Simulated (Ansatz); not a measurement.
# What ZrC (model cell, started as CsCl type) distorts into

Aim: this structure of ZrC (model cell, started as CsCl type) is to be tested for unstable modes, and one is followed downhill.

Main program and level: Ansatz 0.2.0; DFT LDA, scalar-relativistic, plane waves, PAW.

The structure was built from a prototype and need not be the compound's stable phase.

**1. The structure**

It takes space group Pm-3m (No. 221, cubic). The conventional cell has a = 2.871 Å, b = 2.871 Å, c = 2.871 Å, α = 90.00°, β = 90.00°, γ = 90.00°. Zr has 8 C at 2.49 Å nearest. C has 8 Zr at 2.49 Å nearest. Farther neighbours, and contacts between anions beyond the nearest, are not listed.

**2. The dispersion**

Stability and thermal properties need the whole zone. Linear response on a 4×4×4 q mesh gives force constants as far as a supercell of that size would.

input.yaml

```yaml
crystal:
  lattice:
    - [2.8705367897, 0.0, 0.0]
    - [0.0, 2.8705367897, 0.0]
    - [0.0, 0.0, 2.8705367897]
  atoms:
    - { symbol: Zr, position: [0.0, 0.0, 0.0] }
    - { symbol: C, position: [0.5, 0.5, 0.5] }
kpoints:
  mp_grid: { grid: [12, 12, 12] }
hamiltonian:
  xc: lda
scf:
  occupations: { method: methfessel_paxton, width: 0.15 }
output:
  eigenvalues: true
phonons:
  method: dfpt
  qmesh: [4, 4, 4]
  temperatures: { t_max: 1000, t_step: 50 }
  qpath:
    path:
      - [[0.0, 0.0, 0.0], [0.0, 0.5, 0.0], [0.5, 0.5, 0.0], [0.0, 0.0, 0.0], [0.5, 0.5, 0.5], [0.0, 0.5, 0.0]]
      - [[0.5, 0.5, 0.5], [0.5, 0.5, 0.0]]
    npoints: 10
```

Run with:

```
> ansatz run input.yaml --threads 4 --pin off --max-ram 7168MiB --backend cpu --events-out ev --progress --plain --runs-dir out
```

What it wrote:

```text
Engine: ansatz 0.2.0, aarch64-unknown-linux-gnu
Pseudopotentials: kind: paw
Pseudopotential: Zr, paw, valence charge 12, recommended cutoff 420 eV (normal), Zr.paw.azcp
Pseudopotential: C, paw, valence charge 4, recommended cutoff 420 eV (normal), C.paw.azcp
Functional definition: SPW92
  exchange = slater_x
  correlation = pw_c
Crystal: 2 atoms, lattice volume = 23.653 Å³
Basis set: ecut = 420 eV, 461 PW (Γ), exchange–correlation on 40×40×40 points (8 copies of the dense FFT grid, shifted against one another)
Bands: 12, of which v1, the nominal top of the filled ones, is band 8 counted from 1 (7 counted from 0)
Symmetry: 48 space group operations
k-points: 84 of 1728
Non-local potential: Zr, projectors of the file, l = 0: 3, l = 1: 2, l = 2: 2, l = 3: 2
Non-local potential: C, projectors of the file, l = 0: 2, l = 1: 2, l = 2: 1
PAW form: soft (Blöchl's): semilocal exchange-correlation on the pseudo side does not see the compensation charge
PAW frozen core: Zr, regenerated for the run's functional, and the local potential with it (the file was generated under x = pbe(κ = 0.804, μ = 0.219515), c = pbe(β = 0.066725))
PAW frozen core: C, regenerated for the run's functional, and the local potential with it (the file was generated under x = pbe(κ = 0.804, μ = 0.219515), c = pbe(β = 0.066725))
PAW one-centre angular grid: Zr, 590 points (default); XC on 64 Gauss nodes
PAW one-centre angular grid: C, 110 points (default); XC on 64 Gauss nodes
Initial density: superposition of atomic densities (neutral atoms: chi_scale 0, normalization atom), corrected by the library's trained network
Initial wavefunctions: pseudopotential atomic-orbital guess
Functional: x = slater, c = lda
SCF iter   1: F=—  HF=-4319.904087 eV  |F-HF|=—  |Δ(HF+E_count)|=         —  Δρ=1.06e-2  dr2=3.57e-2  ethr=1.77e-3  ⟨swp⟩=5.0  Hψ=5124  notcnv=0
preconditioner: auto → none  [metal: Δε(μ)=0.004 eV  Ē_g=17.694 eV  σ=0.150 eV  W_gap=0.02  n_scr=6 (ndim 8)  ℏωp=28.6 eV  f_vac=0.000  D(μ)=2.35/eV (n_scr^D=26)  sad-step TF]
SCF iter   2: F=—  HF=-4319.901047 eV  |F-HF|=—  |Δ(HF+E_count)|=   3.04e-3  S|Δr|=    0.00e0  Δρ=7.30e-3  dr2=1.93e-2  ethr=2.23e-4  ⟨swp⟩=1.0  Hψ=1680  notcnv=0
SCF iter   3: F=—  HF=-4319.897993 eV  |F-HF|=—  |Δ(HF+E_count)|=   3.05e-3  S|Δr|=    0.00e0  Δρ=1.29e-3  dr2=1.58e-4  ethr=1.21e-4  ⟨swp⟩=1.9  Hψ=1116  notcnv=0
SCF iter   4: F=—  HF=-4319.897947 eV  |F-HF|=—  |Δ(HF+E_count)|=   4.64e-5  S|Δr|=    0.00e0  Δρ=2.45e-4  dr2=1.76e-5  ethr=9.90e-7  ⟨swp⟩=2.0  Hψ=1658  notcnv=0
SCF iter   5: F=—  HF=-4319.897943 eV  |F-HF|=—  |Δ(HF+E_count)|=   4.07e-6  S|Δr|=    0.00e0  Δρ=6.36e-5  dr2=1.24e-6  ethr=1.10e-7  ⟨swp⟩=2.6  Hψ=1680  notcnv=0
SCF iter   6: F=—  HF=-4319.897942 eV  |F-HF|=—  |Δ(HF+E_count)|=   6.49e-7  S|Δr|=    0.00e0  Δρ=6.12e-6  dr2=8.06e-9  ethr=7.77e-9  ⟨swp⟩=2.7  Hψ=1694  notcnv=0
SCF iter   7: F=—  HF=-4319.897942 eV  |F-HF|=—  |Δ(HF+E_count)|=   2.25e-9  S|Δr|=    0.00e0  Δρ=4.07e-7  dr2=3.04e-11  ethr=5.04e-11  ⟨swp⟩=2.2  Hψ=1633  notcnv=0
SCF iter   8: F=-4319.897942 eV  HF=-4319.897942 eV  |F-HF|=1.82e-12  |Δ(HF+E_count)|=  2.73e-12  S|Δr|=    0.00e0  Δρ=1.87e-8  dr2=6.95e-14  ethr=1.00e-12  ⟨swp⟩=5.1  Hψ=3929  notcnv=0
SCF 1 converged in 8 iterations: F = -4319.897942 eV  dr2 = 6.95e-14
  greatest PAW one-centre occupation: 0.998 electrons in one spin orbital (limit 2), on the Zr atom at site 0 (counted from 0), in its partial waves of l = 0
Initial density: read from a saved state, or passed on in memory by an earlier SCF of this step, an earlier step, the calling program or the single point that the run made first
iter 1 solved again at ethr=3.82e-8 eV; its pass at ethr=3.10e-3 eV (dr2=6.12e-6 eV) is discarded
SCF iter   1: F=—  HF=-4319.897944 eV  |F-HF|=—  |Δ(HF+E_count)|=         —  Δρ=4.31e-7  dr2=2.36e-11  ethr=3.82e-8  ⟨swp⟩=3.3  Hψ=8134  notcnv=0
eigensolver tolerance schedule: the retry pair's looser diagonalisation over-reported the residual by 258932.63 of it (diagonalisation noise at an unbounded share of the residual, at the tolerance the schedule requests for it); recorded, not acted on — ethr = c·dr2/N_el stays at c = 1.0e-1
preconditioner: auto → none  [metal: Δε(μ)=0.008 eV  Ē_g=17.708 eV  σ=0.150 eV  W_gap=0.05  n_scr=6 (ndim 8)  ℏωp=28.6 eV  f_vac=0.000  D(μ)=2.49/eV (n_scr^D=26)]
SCF iter   2: F=—  HF=-4319.897942 eV  |F-HF|=—  |Δ(HF+E_count)|=   1.75e-6  S|Δr|=    0.00e0  Δρ=2.74e-7  dr2=1.23e-11  ethr=1.00e-12  ⟨swp⟩=2.9  Hψ=2128  notcnv=0
SCF iter   3: F=-4319.897942 eV  HF=-4319.897942 eV  |F-HF|=0.00e0  |Δ(HF+E_count)|=  3.64e-12  S|Δr|=    0.00e0  Δρ=1.67e-7  dr2=4.16e-12  ethr=1.00e-12  ⟨swp⟩=2.1  Hψ=2120  notcnv=0
SCF 2 converged in 3 iterations: F = -4319.897942 eV  dr2 = 4.16e-12
phonons: the bands overlap, so this run is a metal and interpolates without the dipole-dipole term. If the crystal is really an insulator or semiconductor, its LO-TO splitting is missing
NSCF: frozen V_eff on 84 k-points
NSCF: frozen V_eff on 196 k-points
DFPT response loops at q = (0, 0, 0) (fractional): preconditioner auto → Kerker (q_TF=auto, 2.556 Å⁻¹) (partly filled bands, converged f_vac=0.000); β = 1.00, the filter's whole step (`scf.mixing.beta` (0.50) is not read by the response loops under this deck's `scf.mixing.preconditioner`; to damp them name `kerker` or `kerker_dos`, under which they read `scf.mixing.beta`, and type it under 1.00, their step now; both keys bind the ground state too); Broyden in place of MSR1
NSCF: frozen V_eff on 1176 k-points
DFPT response loops at q = (0, 0, 0.25) (fractional): mixed as the last ones told, above
NSCF: frozen V_eff on 686 k-points
DFPT response loops at q = (0, 0, -0.5) (fractional): mixed as the last ones told, above
NSCF: frozen V_eff on 2016 k-points
DFPT response loops at q = (0, 0.25, 0.25) (fractional): mixed as the last ones told, above
NSCF: frozen V_eff on 1176 k-points
DFPT response loops at q = (0, 0.25, -0.5) (fractional): mixed as the last ones told, above
NSCF: frozen V_eff on 686 k-points
DFPT response loops at q = (0, -0.5, -0.5) (fractional): mixed as the last ones told, above
NSCF: frozen V_eff on 1872 k-points
DFPT response loops at q = (0.25, 0.25, 0.25) (fractional): mixed as the last ones told, above
NSCF: frozen V_eff on 2016 k-points
DFPT response loops at q = (0.25, 0.25, -0.5) (fractional): mixed as the last ones told, above
NSCF: frozen V_eff on 1176 k-points
DFPT response loops at q = (0.25, -0.5, -0.5) (fractional): mixed as the last ones told, above
NSCF: frozen V_eff on 392 k-points
DFPT response loops at q = (-0.5, -0.5, -0.5) (fractional): mixed as the last ones told, above
SCF converged after 8 iterations
Stability not checked: this state was not tested for a lower state beside it, because cold or Methfessel-Paxton smearing, or corrected tetrahedra, fill the levels in a way that the test cannot read (fill_not_monotonic; see scf.lower_state_search)
Free energy (F): -4319.897942 eV
Harris-Foulkes:  -4319.897942 eV  (|F-HF|=1.82e-12)
Internal energy: -4319.896387 eV  (E = F + TS)
E sigma→0 (E₀):  -4319.897553 eV
Entropy (-TS):   -0.001555 eV (-0.778 meV/atom)
Fermi energy:    16.552746 eV
Step filling:    the computed levels leave a gap of 0.0145 eV = 0.1 smearing widths at the electron count; against every level under it full and every level over it empty, smearing changes F+E_penalty+E_count by -0.743 meV and its σ→0 estimate by -0.354 meV
--- Per-component energies (eV) ---
  E_band       = -22.612244
  E_kinetic    = 424.937190
  E_local      = -532.900829  (includes V_loc(G=0)·N_el)
  E_nonlocal   = 111.375623
  E_hartree    = 158.245819
  E_xc         = -210.218461
  E_vxc        = -252.600418  (∫ρ·V_xc dr)
  E_paw        = -2940.042207  (= ΣΔE_a)
  E_vpaw       = -89.915473  (= ΣTr[D̂ρ^β])
  E_aug_tail   = 0.000027  (compensation charges beyond the density's cutoff)
  E_ewald      = -1331.726782
  E_core_change = 0.433233  (= ΣΔE_core)
  E_smearing   = -0.001555  (= −TS)
  E_closure    = 0.000000  (closes the sum)
  Σ components = -4319.897942   (vs F -4319.897942, Δ=0.00e0)
--- Band table (eV; the first three rows and the last of 84) ---
  k-point 0: bands = [... 4 lower, 4.6705, 14.4500, 14.4500, 17.8284, 17.8284, 17.8284, 22.1327, 22.1327]
  k-point 1: bands = [... 4 lower, 4.8208, 14.4424, 14.5135, 17.6062, 17.6062, 17.7635, 22.1644, 22.3212]
  k-point 2: bands = [... 4 lower, 5.2427, 14.1354, 14.6943, 17.0714, 17.0714, 18.0104, 22.2527, 22.7876]
  k-point 83: bands = [... 4 lower, 9.5200, 10.9469, 10.9469, 10.9469, 24.8422, 24.8422, 25.7228, 25.7228]
--- Phonons (Γ-DFPT): 2 representative perturbations + reference (Σ response iterations 6) ---
  ASR residual: 1.275e-5 → 0.000e0 eV/Å²; symmetrization residual: 8.242e-7 eV/Å²
  ASR residual per site (eV/Å²): 9.87e-6 1.28e-5
  Γ frequencies (cm⁻¹): 0.00 0.00 0.00 224.26 224.26 224.26
--- Phonons (arbitrary-q DFPT): 10 irreducible q on the 4×4×4 mesh ---
  q = [0.0000, 0.0000, 0.0000] (star 1, of the zone-centre solve; hermiticity 8.40e-7, symmetrization 2.48e-13): -0.00 -0.00 0.00 224.26 224.26 224.26
  q = [0.0000, 0.0000, 0.2500] (star 6, 4 solved perturbations in 1848 linear systems a pass and spin channel, the states on 588 of 1728 k-point pairs; hermiticity 2.14e-7, symmetrization 6.33e-14): -134.41 -134.41 109.25 200.56 200.56 374.65
  q = [0.0000, 0.0000, -0.5000] (star 3, 4 solved perturbations in 1078 linear systems a pass and spin channel, the states on 343 of 1728 k-point pairs; hermiticity 3.05e-9, symmetrization 1.88e-9): -214.98 -214.98 165.03 199.10 199.10 482.80
  q = [0.0000, 0.2500, 0.2500] (star 12, 4 solved perturbations in 3108 linear systems a pass and spin channel, the states on 1008 of 1728 k-point pairs; hermiticity 1.65e-7, symmetrization 1.44e-14): -234.26 50.70 96.24 105.75 343.32 352.34
  q = [0.0000, 0.2500, -0.5000] (star 12, 6 solved perturbations on 588 of 1728 k-point pairs; hermiticity 1.07e-7, symmetrization 3.58e-8): -188.33 -186.86 83.91 240.33 342.65 464.29
  q = [0.0000, -0.5000, -0.5000] (star 3, 4 solved perturbations in 1078 linear systems a pass and spin channel, the states on 343 of 1728 k-point pairs; hermiticity 7.99e-8, symmetrization 9.06e-13): -229.18 -225.69 257.95 257.95 417.57 417.57
  q = [0.2500, 0.2500, 0.2500] (star 8, 2 solved perturbations on 936 of 1728 k-point pairs; hermiticity 4.34e-7, symmetrization 5.00e-14): 24.08 68.35 68.35 269.82 327.77 327.77
  q = [0.2500, 0.2500, -0.5000] (star 12, 4 solved perturbations in 3108 linear systems a pass and spin channel, the states on 1008 of 1728 k-point pairs; hermiticity 1.04e-7, symmetrization 7.29e-9): -91.54 58.96 98.77 249.86 336.64 438.16
  q = [0.2500, -0.5000, -0.5000] (star 6, 4 solved perturbations in 1848 linear systems a pass and spin channel, the states on 588 of 1728 k-point pairs; hermiticity 6.36e-8, symmetrization 6.27e-10): 67.73 79.28 234.20 234.20 386.01 386.01
  q = [-0.5000, -0.5000, -0.5000] (star 1, 2 solved perturbations on 196 of 1728 k-point pairs; hermiticity 2.35e-9, symmetrization 1.17e-9): 192.39 192.39 192.39 330.24 330.24 330.24
  sum rule: each row above includes the acoustic sum rule's correction from the zone centre's row sums; it moved no ω² by more than (0.54 cm⁻¹)²
  mesh force constants: q→R imaginary residual 1.05e-18; ASR residual 1.275e-5 → 0.000e0 eV/Å²; symmetrization residual 6.217e-15 eV/Å²
  interpolated dispersion: 62 rows × 6 modes
  density of states and harmonic sums: on the 24×24×24 q-mesh, interpolated from the force constants of a 4×4×4 supercell (no non-analytic term)
  largest difference from the sums on the solved wave vectors: F 1.40e-1 eV, S 1.84e-4 and C_V 5.48e-5 eV/K
  zero-point energy: 0.068919 eV/cell   skipped modes (ω ≤ 0): 754, of them read as no rigid motion or as one in doubt: 751 (1.678e0 modes/cell left out, lowest -269.20 cm⁻¹)   left out of the sums: 2.80e-1 of the cell's modes: C_V's classical limit lies that fraction below 3 k_B per atom; for a crystal, a wire or a layer, F and S can be off by more, and a phonons.interpolated_qmesh denser along its periods is the remedy for the sampling
```

The job ended after 85 s (4 threads of Arm Neoverse V2, shared host; peak memory 1 GiB).

Numbers from this step:

```yaml
volume_per_atom: 11.83 Å³
gap_on_the_k_mesh: 0 eV
sum_rule_residual_before_enforcement: 1.28e-5 eV/Å²
lowest_frequency_on_the_path: -268.6 cm⁻¹
point_group: m-3m
highest_frequency_on_path_mesh_or_solved_points: 482.8 cm⁻¹
highest_optical_mode_at_the_zone_centre_no_lo_to_term: 224.3 cm⁻¹
lowest_optical_zone_centre_mode: 224.3 cm⁻¹
lowest_mode_on_the_q_mesh_acoustic_modes_at_gamma_apart: -234.3 cm⁻¹
```

Frequencies (cm⁻¹) solved at each irreducible wavevector; negative means imaginary. Frequencies by wavevector, by row:

```csv
q in reciprocal lattice units,star,mode 1,mode 2,mode 3,mode 4,mode 5,mode 6
0 0 0,1,0,0,0,224.3,224.3,224.3
0 0 0.25,6,-134.4,-134.4,109.2,200.6,200.6,374.6
0 0 -0.5,3,-215,-215,165,199.1,199.1,482.8
0 0.25 0.25,12,-234.3,50.7,96.2,105.8,343.3,352.3
0 0.25 -0.5,12,-188.3,-186.9,83.9,240.3,342.6,464.3
0 -0.5 -0.5,3,-229.2,-225.7,257.9,257.9,417.6,417.6
0.25 0.25 0.25,8,24.1,68.3,68.3,269.8,327.8,327.8
0.25 0.25 -0.5,12,-91.5,59,98.8,249.9,336.6,438.2
0.25 -0.5 -0.5,6,67.7,79.3,234.2,234.2,386,386
-0.5 -0.5 -0.5,1,192.4,192.4,192.4,330.2,330.2,330.2
```

Interpolated from a 4×4×4 q mesh. The phonon branches at the labelled points (cm⁻¹):

```csv
point,branch 1,branch 2,branch 3,branch 4,branch 5,branch 6
Γ,0,0,0,224,224,224
halfway,-134,-134,109,201,201,375
X,-215,-215,165,199,199,483
halfway,-188,-187,84,240,343,464
M,-229,-226,258,258,418,418
halfway,-234,51,96,106,343,352
Γ,0,0,0,224,224,224
halfway,24,68,68,270,328,328
R,192,192,192,330,330,330
halfway,-92,59,99,250,337,438
X,-215,-215,165,199,199,483
jump to R,192,192,192,330,330,330
halfway,68,79,234,234,386,386
M,-229,-226,258,258,418,418
```

The phonon branches as a text plot (rows in cm⁻¹):

```
    467 |      ******                                *****
    436 |     *      **                             *
    405 |    *       ******                        *          ***
    373 |   *       *      **                     *         **
    342 |                    *          *************     **
    311 |          *          *              *  *    *    *
    279 |  *      *            *       **   *    *    *
    248 |**         ******      *   ***  ***      ******   * ****
    217 |***     *** *   **     ****             *     **  **
    185 |   ******        *    *           ********     *** *
    154 |     ***   *      ** *            *      **     * *
    123 |   **             **            **        *   *    *
     91 |  *                 *                     **        *
     60 | *                  **         *           *        *
     29 |*        *            ***      *
     -2 |                        **
    -34 |*                 **   ** *                  *
    -65 | **                  **    ****             *
    -96 |          *            *    ***            **
   -128 |   *      *      *    *                      *
   -159 |    *    *                                   *       *
   -190 |     *   ****   *    *                        **     **
   -222 |      ***  *****    *                          **     **
   -253 |                ****
         Γ      X      M          Γ            R        X|R     M
```

Symmetry leaves 10 wavevectors to solve. The lowest mode among them, the acoustic zeros apart, lies at q = (0, 0.25, 0.25) and is imaginary, 234.3i cm⁻¹, so the energy falls along it. Between them the interpolated path dips to 269i cm⁻¹.

**3. The mode frozen in, largest atomic shift 0 Å**

The mode followed lies at q = (0, -0.5, -0.5) with frequency 229.2i cm⁻¹, one of the unstable modes though not the softest. At small amplitude the pattern taken leaves space group no. 129 by a symmetry search on the positions. The undistorted cell that holds it gives the zero of energy on the same k mesh.

System of this step: ZrC (model cell, started as CsCl type). Symmetry: Pm-3m, No. 221, cubic system. Conventional cell: a = 2.871 Å, b = 2.871 Å, c = 2.871 Å, α = 90.00°, β = 90.00°, γ = 90.00°. Zr has 8 C at 2.49 Å nearest. Nearest to C lie 8 Zr at 2.49 Å. Farther neighbours, and contacts between anions beyond the nearest, are not listed.

input.yaml

```yaml
crystal:
  lattice:
    - [-2.8705367897, 0.0, 0.0]
    - [0.0, -2.8705367897, -2.8705367897]
    - [0.0, -2.8705367897, 2.8705367897]
  atoms:
    - { symbol: Zr, position: [1.0, 0.5, 0.5] }
    - { symbol: Zr, position: [1.0, 1.0, 0.0] }
    - { symbol: C, position: [0.5, 0.0, 0.5] }
    - { symbol: C, position: [0.5, 0.5, 0.0] }
kpoints:
  mp_grid: { grid: [12, 10, 10] }
hamiltonian:
  xc: lda
scf:
  occupations: { method: methfessel_paxton, width: 0.15 }
output:
  forces: true
  stress: true
  eigenvalues: true
```

What it wrote:

```text
[...]
Crystal: 4 atoms, lattice volume = 47.306 Å³
Basis set: ecut = 420 eV, 929 PW (Γ)
Bands: 20, of which v1, the nominal top of the filled ones, is band 16 counted from 1 (15 counted from 0)
Symmetry: 32 space group operations
[...]
k-points: 147 of 1200
[...]
--- Band table (eV; the first three rows and the last of 147) ---
  k-point 0: bands = [... 12 lower, 14.4378, 14.4432, 15.9218, 17.8445, 17.8445, 17.8449, 18.5340, 19.3129]
  k-point 1: bands = [... 12 lower, 14.4616, 14.4775, 16.2207, 17.5322, 17.6864, 17.9324, 17.9914, 19.3667]
  k-point 2: bands = [... 12 lower, 14.5113, 14.5191, 16.6644, 16.8744, 17.3272, 17.3550, 18.2030, 19.5256]
  k-point 146: bands = [... 12 lower, 14.4141, 14.4141, 15.9154, 15.9154, 18.5336, 18.5336, 19.3108, 19.3108]
[key lines of the parts left out:]
SCF converged after 6 iterations
Free energy (F): -8639.796277 eV
Fermi energy:    16.573327 eV
P = ⅓ Tr σ = 0.1078 GPa (1.078 kbar)
```

The job ended after 1.4 s (4 threads; peak memory 0.4 GiB).

This step gave:

```
pressure                         : 0.1078 GPa
energy from the undistorted cell : 0 meV/atom
```

The run ends at a pressure of 0.11 GPa.

**4. The mode frozen in, largest atomic shift 0.45 Å**

The atoms are moved along the unstable eigenvector, the largest shift by 0.45 Å, with the cell fixed.

input.yaml, the sections that differ from step 3:

```yaml
crystal:
  lattice:
    - [-2.8705367897, 0.0, 0.0]
    - [0.0, -2.8705367897, -2.8705367897]
    - [0.0, -2.8705367897, 2.8705367897]
  atoms:
    - { symbol: Zr, position: [1.0, 0.5, 0.5] }
    - { symbol: Zr, position: [1.0, 1.0, 0.0] }
    - { symbol: C, position: [0.6567651046, 0.0, 0.5] }
    - { symbol: C, position: [0.3432348954, 0.5, 0.0] }
# kpoints, hamiltonian, scf, output: as in step 3
```

What it wrote:

```text
[...]
Crystal: 4 atoms, lattice volume = 47.306 Å³
Basis set: ecut = 420 eV, 929 PW (Γ)
Bands: 20, of which v1, the nominal top of the filled ones, is band 16 counted from 1 (15 counted from 0)
Symmetry: 16 space group operations
[...]
k-points: 147 of 1200
[...]
--- Band table (eV; the first three rows and the last of 147) ---
  k-point 0: bands = [... 12 lower, 14.7687, 14.7687, 15.9643, 16.2364, 16.2364, 17.9050, 20.6423, 21.2524]
  k-point 1: bands = [... 12 lower, 14.4005, 14.7575, 16.0902, 16.1913, 16.4000, 17.9266, 20.0616, 21.1893]
  k-point 2: bands = [... 12 lower, 14.3810, 14.7237, 15.7111, 16.4756, 16.8535, 17.9144, 19.2575, 21.0262]
  k-point 146: bands = [... 12 lower, 14.3309, 14.3309, 14.3546, 14.3546, 19.3555, 19.3555, 19.5570, 19.5570]
[key lines of the parts left out:]
SCF converged after 6 iterations
Free energy (F): -8640.195327 eV
Fermi energy:    16.439579 eV
P = ⅓ Tr σ = 15.0203 GPa (150.203 kbar)
```

Elapsed: 1.5 s, on 4 threads; peak memory 0.4 GiB.

This step gave:

| Item | Value |
| --- | --- |
| pressure | 15.02 GPa |
| energy from the undistorted cell | -99.78 meV/atom |

The energy, extrapolated to zero smearing, is -99.78 meV/atom against the undistorted cell.

The run ends at a pressure of 15.02 GPa, with forces up to 0.052 eV/Å.

[end of part 1 of 2]

[Long decimals in the printed logs are rounded to 6 places.]

[Logs are printed without paths, hosts, clocks, repeated set-up lines and the standing remarks that a program may print on its own settings, such as how far it seeks lower states.]

[Hosts, paths, dates, database ids (printed as entryN), source tags and the programs' standing remarks are cut or masked in the printed files.]

[Where the starting crystal was built by hand or by swapping elements, it need not be the compound's stable phase.]
